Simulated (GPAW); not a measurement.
## How the form of the self-energy moves the gap of Ga2O3 (R-3c)

Wanted: the gap of Ga2O3 (R-3c) under several approximations, with cost.

Main program and level: GPAW 26.7.0; PBE and many-body steps on it, plane waves.

**Experimental background.**

- Gap 5.62 ± 0.02 eV: lowest direct band-to-band transition E0, E parallel to c (M1-type CP); abstract instead prints 5.44 eV, which Table III gives as the exciton energy; generalized spectroscopic ellipsometry, critical-point model; 300 K; film (51.8 nm PAMBE film, fully lattice-relaxed) on m-plane Al2O3 (“Anisotropic dielectric functions, band-to-band transitions, and critical points in alpha-Ga2O3”, 2021, arxiv:2101.06595).

- Gap 5.6 eV: direct band-to-band gap from Tauc plot; UV-Vis absorption, Tauc plot; film (163 nm mist CVD film on c-plane sapphire) on Al2O3 (sapphire) (“Optical properties of mist CVD grown alpha-Ga2O3”, 2019, arxiv:1907.13072).

- Gap 5.15 eV: optical gap from Tauc plot assuming direct gap; lower end of the 5.15-5.20 eV range for alpha-phase films; UV-vis transmittance/reflectance, Tauc plot; film on c-plane sapphire (“Low temperature growth and optical properties of alpha-Ga2O3 deposited on sapphire by plasma enhanced atomic layer deposition”, 2019, arxiv:1908.06914).

- Gap 5.2 eV: optical gap from Tauc plot assuming direct gap; largest value, film grown at 250 C; UV-vis transmittance/reflectance, Tauc plot; film on c-plane sapphire (“Low temperature growth and optical properties of alpha-Ga2O3 deposited on sapphire by plasma enhanced atomic layer deposition”, 2019, arxiv:1908.06914).

- Gap 5.3 eV: direct optical gap from Tauc plot, upper end of the 5.1-5.3 eV range over the samples; UV-visible transmission; film (mist-CVD epitaxial films grown with different carrier gases) on Al2O3 (0001) (“Influence of Carrier Gases on the Quality of Epitaxial Corundum-Structured α-Ga2O3 Films Grown by Mist Chemical Vapor Deposition Method”, 2019, pmc:6888560).

This is a selection; 1 further report is not listed.

Most raw output is cut from this account.

### 1. The starting structure

The structure is trigonal, space group R-3c (No. 167). The conventional cell has a = 4.997 Å, b = 4.997 Å, c = 13.451 Å, α = 90.00°, β = 90.00°, γ = 120.00°. Ga has 6 O at 1.93 to 2.08 Å nearest. Nearest to O lie 4 Ga at 1.93 to 2.08 Å. Farther neighbours and most contacts between anions are not listed.

As a file:

```xyz
10
Lattice="2.4987 1.4426 4.4835 -2.4987 1.4426 4.4835 0.0000 -2.8852 4.4835" Properties=species:S:1:pos:R:3 pbc="T T T"
Ga    0.0000    0.0000   11.5082
Ga    0.0000    0.0000    8.6678
Ga    0.0000    0.0000    1.9425
Ga    0.0000    0.0000    4.7829
O     0.7575    1.5732    5.6044
O     0.9837   -1.4426    5.6044
O    -1.7412   -0.1306    5.6044
O    -0.7575   -1.5732    7.8462
O     1.7412    0.1306    7.8462
O    -0.9837    1.4426    7.8462
```

The cell and positions are those that the Materials Project relaxed with its own functionals (PBE, PBE+U or r2SCAN), kept fixed. This is not the form that Ga2O3 usually takes at ambient conditions.

### 2. Empty states on the mesh, 4×4×4 mesh, 167 bands

This step: GPAW 26.7.0; DFT, PBE, plane waves, PAW.

The sums over transitions need many empty states on a uniform mesh; this step solves for them.

run.py reads:

```python
import json
import numpy as np
from gpaw.mpi import world
from gpaw import GPAW

calc = GPAW('gs.gpw').fixed_density(kpts={'size': (4, 4, 4), 'gamma': True},
    nbands=194,
    convergence={'bands': 167},
    txt='nscf.txt')
calc.write('full.gpw', mode='all')
res = {}
kpts = calc.get_ibz_k_points()
res['kpts'] = kpts
res['eigenvalues'] = [calc.get_eigenvalues(kpt=k) for k in range(len(kpts))]
res['n_electrons'] = calc.get_number_of_electrons()

if world.rank == 0:
    with open('result.json', 'w') as f:
        json.dump(res, f, default=lambda x: x.tolist())
```

On the command line:

```console
$ mpirun -n 4 gpaw python run.py
```

Run time: 73 s. Hardware: 4 MPI ranks of Arm Neoverse V2, shared host; peak memory 1.2 GiB; 4.8 min of CPU time.

Numbers from this step:

```
gap                                                           : 2.845 eV
k of the valence top                                          : 0.25, 0, 0
k of the conduction bottom                                    : 0, 0, 0
least direct gap                                              : 3.027 eV
k points computed                                             : 14
lowest point of the top converged band, above the valence top : 65.1274 eV
```

On this mesh the gap is 2.845 eV.

### 3. G0W0, Godby-Needs plasmon pole

Now the one-shot GW correction: screening in the RPA, then the self-energy of the levels asked for.

This step: G0W0 with a vertex from the rALDA kernel on PBE, plane waves, PAW.

run.py reads:

```python
import json
import numpy as np
from gpaw.mpi import world
from gpaw.response.g0w0 import G0W0

gw = G0W0('full.gpw',
    filename='gw',
    kpts=[0, 2],
    bands=(22, 26),
    ecut=80,
    nbands=157,
    integrate_gamma='WS',
    ppa=True,
    xc='rALDA',
    fxc_mode=None,
    fxc_modes=['GWP', 'GWS', 'GWG'],
    do_GW_too=True)
gw.calculate()
res = {mode: {k: v for k, v in r.items() if k != 'sigma_eskwn'}
       for mode, r in gw.all_results.items()}

if world.rank == 0:
    with open('result.json', 'w') as f:
        json.dump(res, f, default=lambda x: x.tolist())
```

On the command line:

```console
$ mpirun -n 4 gpaw python run.py
```

Elapsed: 12 min, on 4 MPI ranks; peak memory 8.3 GiB.

This step gave:

```yaml
gap_with_the_vertex_in_the_polarisability: 4.463 eV
gap_with_the_vertex_in_the_self_energy: 4.964 eV
gap_with_the_vertex_in_both: 4.740 eV
g0w0_gap_on_the_points_computed: 4.698 eV
least_direct_g0w0_gap_on_the_computed_points: 4.842 eV
z_at_the_valence_top: 0.7880
z_at_the_conduction_bottom: 0.8433
starting_gap_on_the_mesh: 2.845 eV
k_of_the_valence_top: 0.25, 0, 0
k_of_the_conduction_bottom: 0, 0, 0
```

The gap on the mesh goes from 2.85 eV to 4.70 eV, a correction of +1.85 eV.

### 4. G0W0 with rALDA vertex

Edit run.py of step 3 so:

```diff
@@ -9,4 +9,4 @@
     bands=(22, 26),
-    ecut=80,
-    nbands=157,
+    ecut=48,
+    nbands=73,
     integrate_gamma='WS',
@@ -14,5 +14,3 @@
     xc='rALDA',
-    fxc_mode=None,
-    fxc_modes=['GWP', 'GWS', 'GWG'],
-    do_GW_too=True)
+    fxc_mode='GWG')
 gw.calculate()
```

On the command line:

```console
$ mpirun -n 4 gpaw python run.py
```

Elapsed: 3.1 min, on 4 MPI ranks; peak memory 3.7 GiB.

Numbers from this step:

```yaml
quasiparticle_gap_on_the_points_computed: 4.866 eV
least_direct_quasiparticle_gap_on_the_computed_points: 5.000 eV
z_at_the_valence_top: 0.7919
z_at_the_conduction_bottom: 0.8515
starting_gap_on_the_mesh: 2.845 eV
k_of_the_valence_top: 0.25, 0, 0
k_of_the_conduction_bottom: 0, 0, 0
```

Against G0W0 in GPAW (4×4×4 mesh, 157 bands, screening to 80 eV, Godby-Needs plasmon pole), the gap moves by +0.167 eV.

### 5. Side by side

Times are wall times on 4 MPI ranks of Arm Neoverse V2, shared host, good to a factor of about two.

```csv
run,mesh,bands,screening cutoff (eV),DFT gap (eV),gap on the mesh (eV),direct (eV),time
"G0W0, Godby-Needs plasmon pole",4×4×4,157,80,2.845,4.698,4.842,12 min
G0W0 with rALDA vertex,4×4×4,73,48,2.845,4.866,5.000,3.1 min
```

### 6. Summary of results

```yaml
g0w0_godby_needs_plasmon_pole: 4.698 eV
g0w0_with_ralda_vertex: 4.866 eV
known_limits: not at the basis limit; no spin-orbit coupling
```

**Reading.** G0W0 with rALDA vertex: +0.167 eV against G0W0, Godby-Needs plasmon pole, at other bands or cutoff, so not like for like. With the rALDA kernel as a vertex the gap is 4.46 eV (in the polarisability), 4.96 eV (in the self-energy) and 4.74 eV (in both), against 4.70 eV without. Against experiment, by G0W0, Godby-Needs plasmon pole: the direct gap of 4.84 eV lies −0.78 eV from the measured 5.62 ± 0.02 eV (direct, 300 K, on m-plane Al2O3, 2021); the direct gap of 4.84 eV lies −0.76 eV from the measured 5.6 eV (direct, on Al2O3 (sapphire), 2019); the direct gap of 4.84 eV lies −0.31 eV from the measured 5.15 eV (direct, on c-plane sapphire, 2019); the direct gap of 4.84 eV lies −0.36 eV from the measured 5.2 eV (direct, on c-plane sapphire, 2019); the direct gap of 4.84 eV lies −0.46 eV from the measured 5.3 eV (direct, on Al2O3 (0001), 2019). An exciton line or allowed optical edge lies below the quasiparticle gap by the binding energy; a forbidden edge can push the onset above it. These are gaps on the mesh, at modest bands and cutoff. The calculation has static nuclei and no excitons; a measured gap holds zero-point and thermal motion, which mostly lowers it. Against the values above the computed gap that would widen the miss. An edge that is forbidden or weak in absorption could explain it, and so could too strong a screening: the start's gap is only 2.85 eV, and one shot does not repair that. Bands and cutoff are finite, so the gap is not at the basis limit. The miss can reach some tenths of an eV and take either sign; the mesh is an error of its own. These stock PAW sets were not made for GW; the filled d or f shell of Ga lies in the frozen core, which bears on start and correction. In the G0W0 runs levels were corrected at 2 k points alone, so a gap called «on the mesh» is the least over those, and an edge elsewhere would be missed. The many-body steps are scalar-relativistic: spin-orbit coupling is not in them.

[Paths, hosts, dates, memory and timing lines, banners, echoed tables and standing remarks are left out of the program output.]

[Logs are printed without paths, hosts, clocks, repeated set-up lines and the standing remarks that a program may print on its own settings, such as how far it seeks lower states.]

[Runs of the session that timed out or met a known fault of the program may be left out.]

[Hosts, paths, dates, database ids (printed as entryN), source tags and the programs' standing remarks are cut or masked in the printed files.]
